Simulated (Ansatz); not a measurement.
# Fe wire along [100], 25 atoms a period: bands along the axis, part 2 of 2

What gap, if any, does the Fe wire along [100], 25 atoms a period have, and how many channels would it open?

Ansatz 0.2.0; DFT PBE, plane waves, PAW; relaxation of a wire's period; PAW set soft_1 (the session's first sound run).

So far. Step 2 (Relaxing the period): The cell's length comes to 2.737 Å with an absolute moment of 66.79 μB a cell.

## 3. Bands of the perfect wire

This step: DFT PBE, plane waves, PAW; bands of a perfect wire; PAW set soft_1 (Ansatz 0.2.0).

At the relaxed period the bands are computed along the axis; those that cross an energy going forward count the channels that a perfect wire would open there.

File input.yaml:

```yaml
crystal:
  lattice:
    - [18.12, 0.0, 0.0]
    - [0.0, 18.12, 0.0]
    - [0.0, 0.0, 2.737400984]
  atoms:
    - { symbol: Fe, position: [0.187910275, 0.5, 0.0], spin: 2.79 }
    - { symbol: Fe, position: [0.340431638, 0.340431638, 0.0], spin: 2.57 }
    - { symbol: Fe, position: [0.341914859, 0.5, 0.0], spin: 2.42 }
    - { symbol: Fe, position: [0.340431638, 0.659568362, 0.0], spin: 2.57 }
    - { symbol: Fe, position: [0.5, 0.187910275, 0.0], spin: 2.79 }
    - { symbol: Fe, position: [0.5, 0.341914859, 0.0], spin: 2.42 }
    - { symbol: Fe, position: [0.5, 0.5, 0.0], spin: 2.41 }
    - { symbol: Fe, position: [0.5, 0.658085141, 0.0], spin: 2.42 }
    - { symbol: Fe, position: [0.5, 0.812089725, 0.0], spin: 2.79 }
    - { symbol: Fe, position: [0.659568362, 0.340431638, 0.0], spin: 2.57 }
    - { symbol: Fe, position: [0.658085141, 0.5, 0.0], spin: 2.42 }
    - { symbol: Fe, position: [0.659568362, 0.659568362, 0.0], spin: 2.57 }
    - { symbol: Fe, position: [0.812089725, 0.5, 0.0], spin: 2.79 }
    - { symbol: Fe, position: [0.262898272, 0.420883365, 0.5], spin: 2.57 }
    - { symbol: Fe, position: [0.262898272, 0.579116635, 0.5], spin: 2.57 }
    - { symbol: Fe, position: [0.420883365, 0.262898272, 0.5], spin: 2.57 }
    - { symbol: Fe, position: [0.420016649, 0.420016649, 0.5], spin: 2.36 }
    - { symbol: Fe, position: [0.420016649, 0.579983351, 0.5], spin: 2.36 }
    - { symbol: Fe, position: [0.420883365, 0.737101728, 0.5], spin: 2.57 }
    - { symbol: Fe, position: [0.579116635, 0.262898272, 0.5], spin: 2.57 }
    - { symbol: Fe, position: [0.579983351, 0.420016649, 0.5], spin: 2.36 }
    - { symbol: Fe, position: [0.579983351, 0.579983351, 0.5], spin: 2.36 }
    - { symbol: Fe, position: [0.579116635, 0.737101728, 0.5], spin: 2.57 }
    - { symbol: Fe, position: [0.737101728, 0.420883365, 0.5], spin: 2.57 }
    - { symbol: Fe, position: [0.737101728, 0.579116635, 0.5], spin: 2.57 }
magnetization:
  spin_polarized: true
kpoints:
  mp_grid: { grid: [1, 1, 30] }
  band_path: { path: ["Γ", Z], npoints: 90 }
scf:
  occupations: { method: fermi_dirac, width: 0.05 }
hamiltonian:
  xc: pbe
  pseudopotentials: { kind: paw, azcp: { folder: soft_1 } }
output:
  dos: { e_range: [-5, 4] }
  write_potential: true
  write_density: true
  volumetric_format: npy
```

Started as:

```bash
ansatz run input.yaml --threads 4 --pin off --max-ram 16384MiB --backend cpu --events-out ev --progress --plain --runs-dir out
```

Numbers of over 12 decimals in the logs are rounded to 6 here.

What it wrote:

```text
[...]
Crystal: 25 atoms, lattice volume = 898.783 Å³
Basis set: ecut = 420 eV, 17701 PW (Γ)
Bands: 279, of which v1, the nominal top of the filled ones, is band 200 counted from 1 (199 counted from 0)
Symmetry: 16 space group operations
[...]
k-points: 16 of 30
[...]
Starting moments: Σ|m| = 63.53 μB on 25 of 25 sites
[...]
SCF iter   1: F=—  HF=-111990.055296 eV  |F-HF|=—  |Δ(HF+E_count)|=         —  Δρ=4.07e-2 (↑1.78e-2 ↓4.07e-2)  dr2=7.37e1  dr2_m=3.94e0  M=62.202 μB ∫|m|=62.794 μB  β_m=0.30  ethr=3.10e-3  ⟨swp⟩=8.2  Hψ=42581  notcnv=0  defer=699
[...]
SCF iter  15: F=-111995.731279 eV  HF=-111995.731280 eV  |F-HF|=9.18e-8  |Δ(HF+E_count)|=   3.64e-9  Δρ=1.71e-6 (↑1.57e-6 ↓1.71e-6)  dr2=9.90e-8  dr2_m=3.60e-9  M=64.403 μB ∫|m|=66.793 μB  ethr=2.13e-11  ⟨swp⟩=13.5  Hψ=44612  notcnv=0
SCF 1 converged in 15 iterations: F = -111995.731279 eV  dr2 = 9.90e-8
[...]
WARN: The output density's exchange-correlation potential varies sharply where the density is thin. Do not read a vacuum level from v_tot or v_xc, or from such a field of the output density. On a cell that repeats whose density bears no net charge and no dipole along the vacuum's axis use v_es (v_loc + v_h of the components); under efield.dipole_correction with no amplitude use v_es + v_field, which holds any externa [...]
NSCF: frozen V_eff on 91 k-points
WARN: pass on a band path, mesh or list of k-points: the 91 k-points are solved 46 at a time at the most, because the 14.40 GiB of host memory that the pass is priced against does not hold them all with the solver's workspace as planned. The pass can take longer, above all where fewer k-points are solved at a time than the run has threads. As a rule a larger memory budget leaves room for more at once. The budget is what a run with no `--max-ram-frac` typed is planned for, 0.8 of the host's memory or its container's limit. More memory there lifts it, and so does a share over 0.88 that is typed (of such a share the budget is ten elevenths): [rest of the remark cut]
SCF converged after 15 iterations
Magnetization: 64.4032 μB (232.2016 up, 167.7984 down)
Absolute magnetization: 66.7972 μB (∫|ρ↑−ρ↓|, with the PAW one-centre terms)
[...]
Per-site moments (μB) at R_I (Å): [(2.790454, 0.991273), (2.566795, 1.008074), (2.416139, 1.008443), (2.566795, 1.008074), (2.790454, 0.991273), (2.416139, 1.008443), (2.413193, 1.016649), (2.416139, 1.008443), (2.790454, 0.991273), (2.566795, 1.008074), (2.416139, 1.008443), (2.566795, 1.008074), (2.790454, 0.991273), (2.565995, 0.991273), (2.565995, 0.991273), (2.565995, 0.991273), (2.364893, 1.008443), (2.364893, 1.008443), (2.565995, 0.991273), (2.565995, 0.991273), (2.364893, 1.008443), (2.364893, 1.008443), (2.565995, 0.991273), (2.565995, 0.991273), (2.565995, 0.991273)]
Free energy (F): -111995.731279 eV
[...]
Internal energy: -111995.498254 eV  (E = F + TS)
E sigma→0 (E₀):  -111995.614767 eV
Entropy (-TS):   -0.233026 eV (-9.321 meV/atom)
Fermi energy:    2.897099 eV
[...]
--- Band table (eV; the first three rows and the last of 32) ---
  k-point 0 ↑: bands = [... 196 lower, 1.4414, 1.4485, 1.4811, 1.4811, 1.5083, 1.5310, 1.5310, 1.5385, ... 75 higher]
  k-point 1 ↑: bands = [... 196 lower, 1.4429, 1.4966, 1.4966, 1.5156, 1.5274, 1.5274, 1.5305, 1.5457, ... 75 higher]
  k-point 2 ↑: bands = [... 196 lower, 1.4505, 1.5002, 1.5002, 1.5331, 1.5669, 1.5948, 1.5977, 1.5977, ... 75 higher]
  k-point 15 ↓: bands = [... 196 lower, 4.5901, 4.5901, 4.6456, 4.6611, 4.6699, 4.6962, 4.6962, 4.6966, ... 75 higher]
```

Elapsed: 13 min, on 4 threads of Intel Xeon Platinum 8488C (Sapphire Rapids), shared host; peak memory 11 GiB; 52 min of CPU time.

The column dr2 measures how far the density is from self-consistency, as an energy; F and HF (Harris–Foulkes) agree once it is small.

This step gave:

- energy at zero smearing: -111995.6148 eV
- absolute moment: 66.80 μB
- band gap: 0 eV

Between Γ and Z the bands cross the Fermi level 40 times, so a perfect wire would conduct at least 20 G₀, with an absolute moment of 66.80 μB a cell.

## 4. Results

```
cell length, PBE                                            : 2.737 Å
absolute moment, PBE                                        : 66.8 μB
ballistic conductance by band crossings, a lower bound, PBE : 20 G₀
```

**Reading.** Under PBE the cell's length is 2.74 Å, the absolute moment is 66.80 μB a cell, and the bands cross the Fermi level 40 times between Γ and Z, which gives a perfect wire at least 20 G₀ (opposite crossings within one step of the path cancel in such a count). In the perfect wire the moments were started parallel, and no opposed start was run. No search over magnetic orders was made; another may lie lower.

[Logs are printed without paths, hosts, clocks, repeated set-up lines and the standing remarks that a program may print on its own settings, such as how far it seeks lower states.]

[Hosts, paths, dates, database ids (printed as entryN), source tags and the programs' standing remarks are cut or masked in the printed files.]
